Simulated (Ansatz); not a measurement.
## Meshes and cutoff for the phonons of SiC (Moissanite, P6_3mc)

How do the frequencies of SiC (Moissanite, P6_3mc) move with q mesh, k mesh and cutoff?

Program: Ansatz 0.2.0. Level of theory: DFT LDA, scalar-relativistic, plane waves, PAW; PAW set soft_1. Results are calculated unless marked as measured.

Most raw output is cut from this account.

## Step 1: The structure

It takes space group P6_3mc (No. 186, hexagonal). Conventional cell: a = 3.056 Å, b = 3.056 Å, c = 5.016 Å, α = 90.00°, β = 90.00°, γ = 120.00°. Nearest to Si lie 4 C at 1.87 to 1.89 Å. C has 4 Si at 1.87 to 1.89 Å nearest. Farther neighbours are not listed.

## Step 2: Relaxing to small forces for the phonons

Phonons need a cell at rest on their own settings, so the relaxation is repeated with tight tolerances on forces and stress on the k mesh and occupations of the first response run.

File input.yaml:

```yaml
crystal:
  lattice:
    - [3.0563378519, 0.0, 0.0]
    - [-1.5281689259, 2.6468662223, 0.0]
    - [0.0, 0.0, 5.0162290189]
  atoms:
    - { symbol: Si, position: [0.3333333333, 0.6666666667, 0.0045995749] }
    - { symbol: Si, position: [0.6666666667, 0.3333333333, 0.5045995749] }
    - { symbol: C, position: [0.3333333333, 0.6666666667, 0.3804004251] }
    - { symbol: C, position: [0.6666666667, 0.3333333333, 0.8804004251] }
kpoints:
  mp_grid: { grid: [9, 9, 6] }
hamiltonian:
  xc: lda
  pseudopotentials: { kind: paw, azcp: { folder: soft_1 }, xc_functional: pbe }
scf:
  occupations: { method: fixed }
output:
  forces: true
  stress: true
  eigenvalues: true
relax:
  adjacent_minimum: "off"
  f_tol: 0.001
  max_steps: 60
  cell: { stress_tol: 0.01 }
```

On the command line:

```
$ ansatz run input.yaml --threads 8 --pin off --max-ram 16384MiB --backend cpu --events-out ev --progress --plain --runs-dir out
```

Run time: 1.6 s. Hardware: 8 threads of Arm Neoverse V1, shared host; peak memory 0.36 GiB; 10 s of CPU time.

Little changed from the start: no atom moved by 0.005 Å and no cell edge by 0.1 %.

Numbers from this step:

```yaml
pressure: 0.001134 GPa
gap_on_the_k_mesh: 2.132 eV
volume_per_atom: 10.15 Å³
direct_gap_on_mesh: 3.959 eV
```

The largest force component left is 0.53 meV/Å and the pressure is 0.001 GPa, within the tolerances set. The cell now holds 10.15 Å³/atom.

## Step 3: The dispersion

Stability and thermal properties need the whole zone. Linear response on a 3×3×2 q mesh gives force constants as far as a supercell of that size would, and the tensors from the zone-centre run are typed in so that the long-range dipole term is interpolated apart.

File input.yaml:

```yaml
crystal:
  lattice:
    - [3.0564521919, 0.0, 0.0]
    - [-1.5282260959, 2.6469652437, 0.0]
    - [0.0, 0.0, 5.0158810915]
  atoms:
    - { symbol: Si, position: [0.3333333333, 0.6666666667, 0.0045896652] }
    - { symbol: Si, position: [0.6666666667, 0.3333333333, 0.5045896652] }
    - { symbol: C, position: [0.3333333333, 0.6666666667, 0.3804103348] }
    - { symbol: C, position: [0.6666666667, 0.3333333333, 0.8804103348] }
kpoints:
  mp_grid: { grid: [9, 9, 6] }
hamiltonian:
  xc: lda
  pseudopotentials: { kind: paw, azcp: { folder: soft_1 }, xc_functional: pbe }
scf:
  occupations: { method: fixed }
output:
  eigenvalues: true
phonons:
  method: dfpt
  qmesh: [3, 3, 2]
  temperatures: { t_max: 1000, t_step: 50 }
  qpath:
    path:
      - [[0.0, 0.0, 0.0], [0.5, 0.0, 0.0], [0.33333333, 0.33333333, 0.0], [0.0, 0.0, 0.0], [0.0, 0.0, 0.5], [0.5, 0.0, 0.5], [0.33333333, 0.33333333, 0.5], [0.0, 0.0, 0.5]]
      - [[0.5, 0.0, 0.5], [0.5, 0.0, 0.0]]
      - [[0.33333333, 0.33333333, 0.5], [0.33333333, 0.33333333, 0.0]]
    npoints: 10
  non_analytic_term:
    high_frequency_dielectric_tensor: [[6.8872, 0.0, 0.0], [0.0, 6.8872, 0.0], [0.0, 0.0, 7.2466]]
    born_effective_charges:
      - { species: Si, tensor: [[2.6932, 0.0, 0.0], [0.0, 2.6932, 0.0], [0.0, 0.0, 2.8927]] }
      - { species: Si, tensor: [[2.6932, 0.0, 0.0], [0.0, 2.6932, 0.0], [0.0, 0.0, 2.8927]] }
      - { species: C, tensor: [[-2.6932, 0.0, 0.0], [0.0, -2.6932, 0.0], [0.0, 0.0, -2.8927]] }
      - { species: C, tensor: [[-2.6932, 0.0, 0.0], [0.0, -2.6932, 0.0], [0.0, 0.0, -2.8927]] }
    source: "zone-centre run at this cell"
```

The job ended after 49 s (8 threads; peak memory 0.62 GiB; 6 min of CPU time).

Numbers from this step:

```
sum-rule residual before enforcement                    : 2.29e-5 eV/Å²
lowest frequency on the path                            : 0 cm⁻¹
point group                                             : 6mm
highest frequency on the path or at a solved wavevector : 972.5 cm⁻¹
highest optical mode at the zone centre (no LO-TO term) : 841.1 cm⁻¹
lowest optical zone-centre mode                         : 257.9 cm⁻¹
lowest mode on the q mesh (acoustic modes at Γ apart)   : 194.5 cm⁻¹
```

Frequencies (cm⁻¹) solved at each irreducible wavevector; negative means imaginary. Frequencies by wavevector, by row:

```csv
q in reciprocal lattice units,star,mode 1,mode 2,mode 3,mode 4,mode 10,mode 11,mode 12
0 0 0,1,0,0,0,257.9,801.4,801.4,841.1
0 0 -0.5,1,194.5,194.5,194.5,194.5,783.4,916.6,916.6
0 0.3333 0,6,232.9,271.4,346.2,441.9,785.1,856.2,907
0 0.3333 -0.5,6,304,304,324.2,324.2,783.3,877.6,877.6
0.3333 0.3333 0,2,396,396,415.3,474.5,814.6,836.1,853.9
0.3333 0.3333 -0.5,2,304.9,304.9,450.1,450.1,797.5,845,845
```

Interpolated from a 3×3×2 q mesh, with the LO-TO term (at Γ the limit along the path; where Γ stands inside the path, tables give the limit on arrival). The phonon branches at the labelled points (cm⁻¹):

| point | branch 1 | branch 2 | branch 3 | branch 4 | branch 9 | branch 10 | branch 11 | branch 12 |
| --- | --- | --- | --- | --- | --- | --- | --- | --- |
| Γ | 0 | 0 | 0 | 258 | 771 | 801 | 841 | 972 |
| halfway | 195 | 212 | 317 | 355 | 776 | 792 | 852 | 932 |
| M | 260 | 339 | 377 | 430 | 777 | 790 | 858 | 866 |
| halfway | 330 | 357 | 415 | 431 | 796 | 804 | 848 | 861 |
| K | 396 | 396 | 415 | 474 | 815 | 815 | 836 | 854 |
| halfway | 242 | 249 | 352 | 380 | 779 | 796 | 851 | 917 |
| Γ | 0 | 0 | 0 | 258 | 771 | 801 | 841 | 972 |
| halfway | 109 | 109 | 214 | 243 | 796 | 796 | 869 | 951 |
| A | 194 | 194 | 194 | 194 | 783 | 783 | 917 | 917 |
| halfway | 276 | 276 | 319 | 319 | 786 | 786 | 893 | 893 |
| L | 324 | 324 | 326 | 326 | 792 | 792 | 847 | 847 |
| halfway | 308 | 308 | 392 | 392 | 797 | 797 | 844 | 844 |
| H | 305 | 305 | 450 | 450 | 798 | 798 | 845 | 845 |
| halfway | 308 | 308 | 323 | 323 | 784 | 784 | 884 | 884 |
| A | 194 | 194 | 194 | 194 | 783 | 783 | 917 | 917 |
| jump to L | 324 | 324 | 326 | 326 | 792 | 792 | 847 | 847 |
| halfway | 282 | 324 | 363 | 378 | 776 | 792 | 851 | 859 |
| M | 260 | 339 | 377 | 430 | 777 | 790 | 858 | 866 |
| jump to H | 305 | 305 | 450 | 450 | 798 | 798 | 845 | 845 |
| halfway | 343 | 343 | 427 | 468 | 807 | 807 | 839 | 851 |
| K | 396 | 396 | 415 | 474 | 815 | 815 | 836 | 854 |

Symmetry leaves 6 wavevectors to solve. The lowest mode among them, the acoustic zeros apart, lies at q = (0, 0, -0.5) and is real, 194 cm⁻¹.

## Step 4: Another q mesh, k-mesh 10×10×6, q mesh 2×2×1

The q mesh is changed to 2×2×1, to see how far the force constants must reach; the k mesh is 10×10×6, against 9×9×6 in the base run, so that the q mesh divides it.

input.yaml: that of step 3 with these lines changed.

```diff
@@ -11,3 +11,3 @@
 kpoints:
-  mp_grid: { grid: [9, 9, 6] }
+  mp_grid: { grid: [10, 10, 6] }
 hamiltonian:
@@ -21,3 +21,3 @@
   method: dfpt
-  qmesh: [3, 3, 2]
+  qmesh: [2, 2, 1]
   temperatures: { t_max: 1000, t_step: 50 }
```

It took 10 s on 8 threads; peak memory 0.53 GiB.

This step gave:

* gap on the k-mesh: 2.292 eV
* sum-rule residual before enforcement: 2.20e-5 eV/Å²
* lowest mode on the q mesh (acoustic modes at Γ apart): 257.9 cm⁻¹
* highest frequency at a solved wavevector (no LO-TO term at Γ): 860.6 cm⁻¹

Frequencies (cm⁻¹) solved at each irreducible wavevector; negative means imaginary. Frequencies by wavevector, by row:

```
q in reciprocal lattice units  star  mode 1  mode 2  mode 3  mode 4  mode 10  mode 11  mode 12
                        0 0 0     1       0       0       0   257.9    801.3    801.3    841.1
                     0 -0.5 0     3   258.4   342.3     362   438.2    789.7    849.5    860.6
```

## Step 5: Another k mesh, k-mesh 4×4×2, q mesh 2×2×2

The k mesh is changed to 4×4×2 on a small fixed q mesh, to find the coarsest that serves.

input.yaml, the sections that differ from step 4:

```yaml
kpoints:
  mp_grid: { grid: [4, 4, 2] }
phonons:
  method: dfpt
  dielectric: true
  rigid_motions: translations
  qmesh: [2, 2, 2]
  temperatures: { t_max: 1000, t_step: 50 }
  qpath:
    path:
      - [[0.0, 0.0, 0.0], [0.5, 0.0, 0.0], [0.33333333, 0.33333333, 0.0], [0.0, 0.0, 0.0], [0.0, 0.0, 0.5], [0.5, 0.0, 0.5], [0.33333333, 0.33333333, 0.5], [0.0, 0.0, 0.5]]
      - [[0.5, 0.0, 0.5], [0.5, 0.0, 0.0]]
      - [[0.33333333, 0.33333333, 0.5], [0.33333333, 0.33333333, 0.0]]
    npoints: 10
# crystal, hamiltonian, scf, output: as in step 4
```

It took 9.6 s on 8 threads; peak memory 0.53 GiB.

The run finished; it serves as a test, and its numbers are not taken as the result.

## Step 6: Another k mesh, k-mesh 4×4×4, q mesh 2×2×2

The k mesh is changed to 4×4×4 on a small fixed q mesh, to find the coarsest that serves.

input.yaml: that of step 5 with these lines changed.

```diff
@@ -11,3 +11,3 @@
 kpoints:
-  mp_grid: { grid: [4, 4, 2] }
+  mp_grid: { grid: [4, 4, 4] }
 hamiltonian:
```

Run time: 10 s. Hardware: 8 threads; peak memory 0.52 GiB.

The run finished; it serves as a test, and its numbers are not taken as the result.

## Step 7: Another k mesh, k-mesh 6×6×4, q mesh 2×2×2

The k mesh is changed to 6×6×4 on a small fixed q mesh, to find the coarsest that serves.

input.yaml: that of step 6 with these lines changed.

```diff
@@ -11,3 +11,3 @@
 kpoints:
-  mp_grid: { grid: [4, 4, 4] }
+  mp_grid: { grid: [6, 6, 4] }
 hamiltonian:
```

Wall time 13 s (8 threads); peak memory 0.53 GiB.

A gap read on the k-mesh alone can miss the band edges.

Frequencies (cm⁻¹) solved at each irreducible wavevector; negative means imaginary. Frequencies by wavevector, by row:

```csv
q in reciprocal lattice units,star,mode 1,mode 2,mode 3,mode 4,mode 10,mode 11,mode 12
0 0 0,1,0,0,0,257.5,801.9,801.9,840.7
0 0 -0.5,1,194.1,194.1,194.1,194.1,783.5,916.5,916.5
0 -0.5 0,3,258.3,342.4,362.1,438.4,789,849.3,860.9
0 -0.5 -0.5,3,322.4,322.4,323.3,323.3,788.9,836.7,836.7
```

The highest optical mode at the zone centre (no LO-TO term) is 840.7 cm⁻¹, -0.3 cm⁻¹ against the base run.

The log warns of the k mesh: “the force constants stand on the 6×6×4 k-mesh, whose period is 10.94 times the interband length at k = (0.0000, -0.5000, 0.0000), direct gap 3.920 eV, under 14: take them and everything formed from them as unconverged”.

## Step 8: Another k mesh, k-mesh 8×8×6, q mesh 2×2×2

The k mesh is changed to 8×8×6 on a small fixed q mesh, to find the coarsest that serves.

input.yaml: that of step 7 with these lines changed.

```diff
@@ -11,3 +11,3 @@
 kpoints:
-  mp_grid: { grid: [6, 6, 4] }
+  mp_grid: { grid: [8, 8, 6] }
 hamiltonian:
```

Elapsed: 26 s, on 8 threads; peak memory 0.79 GiB; 3.1 min of CPU time.

Frequencies (cm⁻¹) solved at each irreducible wavevector; negative means imaginary. Frequencies by wavevector, by row:

```
q in reciprocal lattice units  star  mode 1  mode 2  mode 3  mode 4  mode 10  mode 11  mode 12
                        0 0 0     1       0       0       0   257.9    801.4    801.4      841
                     0 0 -0.5     1   194.4   194.4   194.4   194.4    783.4    916.6    916.6
                     0 -0.5 0     3   258.3   342.3     362   438.2    789.6    849.4    860.7
                  0 -0.5 -0.5     3   322.2   322.2   323.2   323.2    789.6    836.4    836.4
```

The highest optical mode at the zone centre (no LO-TO term) is 841.0 cm⁻¹, -0.0 cm⁻¹ against the base run.

The log warns of the k mesh: “the force constants stand on the 8×8×6 k-mesh, whose period is 13.15 times the interband length at k = (0.0000, -0.5000, 0.0000), direct gap 3.923 eV, under 14: take them and everything formed from them as unconverged”.

## Step 9: Another k mesh, k-mesh 14×14×8, q mesh 2×2×2

The k mesh is changed to 14×14×8 on a small fixed q mesh, to find the coarsest that serves.

input.yaml: that of step 8 with these lines changed.

```diff
@@ -11,3 +11,3 @@
 kpoints:
-  mp_grid: { grid: [8, 8, 6] }
+  mp_grid: { grid: [14, 14, 8] }
 hamiltonian:
```

The job ended after 60 s (8 threads; peak memory 1.1 GiB; 7.4 min of CPU time).

Frequencies (cm⁻¹) solved at each irreducible wavevector; negative means imaginary. Frequencies by wavevector, by row:

```csv
q in reciprocal lattice units,star,mode 1,mode 2,mode 3,mode 4,mode 10,mode 11,mode 12
0 0 0,1,0,0,0,258,801.3,801.3,841.1
0 0 -0.5,1,194.5,194.5,194.5,194.5,783.4,916.6,916.6
0 -0.5 0,3,258.4,342.3,362,438.2,789.7,849.5,860.6
0 -0.5 -0.5,3,322.1,322.1,323.2,323.2,789.7,836.4,836.4
```

The highest optical mode at the zone centre (no LO-TO term) is 841.1 cm⁻¹, +0.0 cm⁻¹ against the base run.

## Step 10: Comparing the runs

Times are for 8 threads of Arm Neoverse V1, shared host. The runs compared:

```
no.   k-mesh  lowest mode on the q mesh (acoustic modes at Γ apart) (cm⁻¹)  highest frequency on the path or at a solved wavevector (cm⁻¹)  time  memory (GiB)
  1    6×6×4                                                         194.1                                                           972.9  13 s          0.53
  2    8×8×6                                                         194.4                                                           972.6  26 s          0.79
  3  14×14×8                                                         194.5                                                           972.5  60 s           1.1
```

The runs together. Table of phonon density of states by wavenumber; read off at these points; values in 1/cm⁻¹/cell:

| wavenumber (cm⁻¹) | 6×6×4 | 8×8×6 | 14×14×8 |
| --- | --- | --- | --- |
| 5 | 0 | 0 | 0 |
| 35 | 1.1e-4 | 1.1e-4 | 1.1e-4 |
| 55 | 2.9e-4 | 2.8e-4 | 2.8e-4 |
| 85 | 7.4e-4 | 7.3e-4 | 7.3e-4 |
| 105 | 0.00115 | 0.00115 | 0.00115 |
| 135 | 0.00199 | 0.00199 | 0.00199 |
| 165 | 0.00317 | 0.00317 | 0.00317 |
| 185 | 0.00425 | 0.00425 | 0.00425 |
| 215 | 0.00637 | 0.00637 | 0.00636 |
| 245 | 0.0101 | 0.0101 | 0.0101 |
| 265 | 0.0155 | 0.0156 | 0.0156 |
| 295 | 0.0302 | 0.0303 | 0.0303 |
| 315 | 0.0229 | 0.0229 | 0.0229 |
| 345 | 0.0200 | 0.0201 | 0.0201 |
| 375 | 0.0154 | 0.0154 | 0.0154 |
| 395 | 0.0141 | 0.0141 | 0.0141 |
| 425 | 0.0125 | 0.0125 | 0.0125 |
| 455 | 0.00908 | 0.00905 | 0.00904 |
| 475 | 0.00748 | 0.00743 | 0.00741 |
| 505 | 0.00721 | 0.00725 | 0.00726 |
| 525 | 0.00951 | 0.00956 | 0.00957 |
| 545 | 0.0200 | 0.0202 | 0.0203 |
| 555 | 0.0196 | 0.0196 | 0.0196 |
| 585 | 0.0150 | 0.0148 | 0.0148 |
| 605 | 0.00359 | 0.00342 | 0.00337 |
| 635 | 0 | 0 | 0 |
| 665 | 0 | 0 | 0 |
| 685 | 0 | 0 | 0 |
| 715 | 0 | 0 | 0 |
| 735 | 0 | 0 | 0 |
| 765 | 0.0849 | 0.0816 | 0.0805 |
| 785 | 0.118 | 0.117 | 0.116 |
| 795 | 0.0549 | 0.0605 | 0.0617 |
| 815 | 0.00751 | 0.00762 | 0.00765 |
| 835 | 0.0528 | 0.0529 | 0.0530 |
| 845 | 0.0261 | 0.0268 | 0.0269 |
| 875 | 0.0118 | 0.0118 | 0.0118 |
| 895 | 0.00894 | 0.00894 | 0.00894 |
| 925 | 0.00608 | 0.00606 | 0.00606 |
| 945 | 0.00424 | 0.00422 | 0.00422 |
| 975 | 4.0e-5 | 3.0e-5 | 3.0e-5 |

The runs together, line C_V. The C_V, 6×6×4 = 8×8×6 = 14×14×8 by temperature:

```csv
temperature (K),"C_V, 6×6×4 = 8×8×6 = 14×14×8 (J/mol-atom/K)"
0,0
50,0.296
100,2.34
150,5.26
200,8.28
250,11.1
300,13.5
350,15.5
400,17.0
450,18.3
500,19.3
550,20.1
600,20.8
650,21.3
700,21.8
750,22.1
800,22.4
850,22.7
900,22.9
950,23.1
1000,23.3
```

## Step 11: Another cutoff, cutoff 170 eV, k-mesh 10×10×6

The cutoff is set to 170 eV on a small fixed q mesh.

input.yaml: that of step 9 with these lines changed.

```diff
@@ -11,3 +11,3 @@
 kpoints:
-  mp_grid: { grid: [14, 14, 8] }
+  mp_grid: { grid: [10, 10, 6] }
 hamiltonian:
@@ -21,4 +21,2 @@
   method: dfpt
-  dielectric: true
-  rigid_motions: translations
   qmesh: [2, 2, 2]
@@ -31 +29,3 @@
     npoints: 10
+basis:
+  ecutwfc: 170
```

It took 10 s on 8 threads; peak memory 0.43 GiB.

The run finished; it serves as a test, and its numbers are not taken as the result.

## Step 12: Another cutoff, cutoff 230 eV, k-mesh 10×10×6

The cutoff is set to 230 eV on a small fixed q mesh.

input.yaml: that of step 11 with these lines changed.

```diff
@@ -30,2 +30,2 @@
 basis:
-  ecutwfc: 170
+  ecutwfc: 230
```

Run time: 12 s. Hardware: 8 threads; peak memory 0.44 GiB; 79 s of CPU time.

The run finished; it serves as a test, and its numbers are not taken as the result.

## Step 13: Another cutoff, cutoff 290 eV, k-mesh 10×10×6

The cutoff is set to 290 eV on a small fixed q mesh.

input.yaml: that of step 12 with these lines changed.

```diff
@@ -30,2 +30,2 @@
 basis:
-  ecutwfc: 230
+  ecutwfc: 290
```

The job ended after 15 s (8 threads; peak memory 0.49 GiB; 1.7 min of CPU time).

The run finished; it serves as a test, and its numbers are not taken as the result.

## Step 14: Another cutoff, cutoff 360 eV, k-mesh 10×10×6

The cutoff is set to 360 eV on a small fixed q mesh.

input.yaml: that of step 13 with these lines changed.

```diff
@@ -30,2 +30,2 @@
 basis:
-  ecutwfc: 290
+  ecutwfc: 360
```

Elapsed: 19 s, on 8 threads; peak memory 0.55 GiB; 2.3 min of CPU time.

The highest optical mode at the zone centre (no LO-TO term) is 842.6 cm⁻¹, +1.5 cm⁻¹ against the base run.

## Step 15: Another cutoff, cutoff 550 eV, k-mesh 10×10×6

The cutoff is set to 550 eV on a small fixed q mesh.

input.yaml: that of step 14 with these lines changed.

```diff
@@ -30,2 +30,2 @@
 basis:
-  ecutwfc: 360
+  ecutwfc: 550
```

Run time: 33 s. Hardware: 8 threads; peak memory 0.75 GiB.

Frequencies (cm⁻¹) solved at each irreducible wavevector; negative means imaginary. Frequencies by wavevector, by row:

```csv
q in reciprocal lattice units,star,mode 1,mode 2,mode 3,mode 4,mode 10,mode 11,mode 12
0 0 0,1,0,0,0,258,801.2,801.2,841.3
0 0 -0.5,1,194.5,194.5,194.5,194.5,783.3,916.6,916.6
0 -0.5 0,3,258.4,342.3,362,438.2,789.8,849.5,860.8
0 -0.5 -0.5,3,322.2,322.2,323.3,323.3,789.6,836.5,836.5
```

The highest optical mode at the zone centre (no LO-TO term) is 841.3 cm⁻¹, +0.2 cm⁻¹ against the base run.

## Step 16: Outcome

```json
{
 "highest optical mode at the zone centre (no LO-TO term), k-mesh 4×4×2": "840 cm⁻¹",
 "highest optical mode at the zone centre (no LO-TO term), k-mesh 4×4×4": "838 cm⁻¹",
 "highest optical mode at the zone centre (no LO-TO term), k-mesh 6×6×4": "841 cm⁻¹",
 "highest optical mode at the zone centre (no LO-TO term), k-mesh 8×8×6": "841 cm⁻¹",
 "highest optical mode at the zone centre (no LO-TO term), k-mesh 14×14×8": "841 cm⁻¹",
 "highest optical mode at the zone centre (no LO-TO term), cutoff 170 eV": "806 cm⁻¹",
 "highest optical mode at the zone centre (no LO-TO term), cutoff 230 eV": "851 cm⁻¹",
 "highest optical mode at the zone centre (no LO-TO term), cutoff 290 eV": "843 cm⁻¹",
 "highest optical mode at the zone centre (no LO-TO term), cutoff 360 eV": "843 cm⁻¹",
 "highest optical mode at the zone centre (no LO-TO term), cutoff 550 eV": "841 cm⁻¹"
}
```

What this shows: Over the whole k mesh series, coarse runs included, the lowest mode on the q mesh (acoustic modes at Γ apart) runs from 191.9 to 194.5 cm⁻¹; from 6×6×4 on all solved modes stay within 1.6 cm⁻¹ of the finest run (14×14×8), against a tolerance of 9.2. Over the whole cutoff series, coarse runs included, the lowest mode on the q mesh (acoustic modes at Γ apart) runs from 184.7 to 194.6 cm⁻¹; from 360 eV on all solved modes stay within 1.4 cm⁻¹ of the finest run (550 eV), against a tolerance of 9.2. All runs share the cell relaxed at the base settings, which is not exactly at rest under another k mesh or cutoff. The program warns that the interpolation holds no quadrupole term, so branches close to Γ can be off in this crystal. The PAW files were made for PBE and serve the other functionals too. These are harmonic frequencies at zero temperature: anharmonic shifts, linewidths and thermal expansion are left out.

[Logs are printed without paths, hosts, clocks, repeated set-up lines and the standing remarks that a program may print on its own settings, such as how far it seeks lower states.]

[Hosts, paths, dates, database ids (printed as entryN), source tags and the programs' standing remarks are cut or masked in the printed files.]
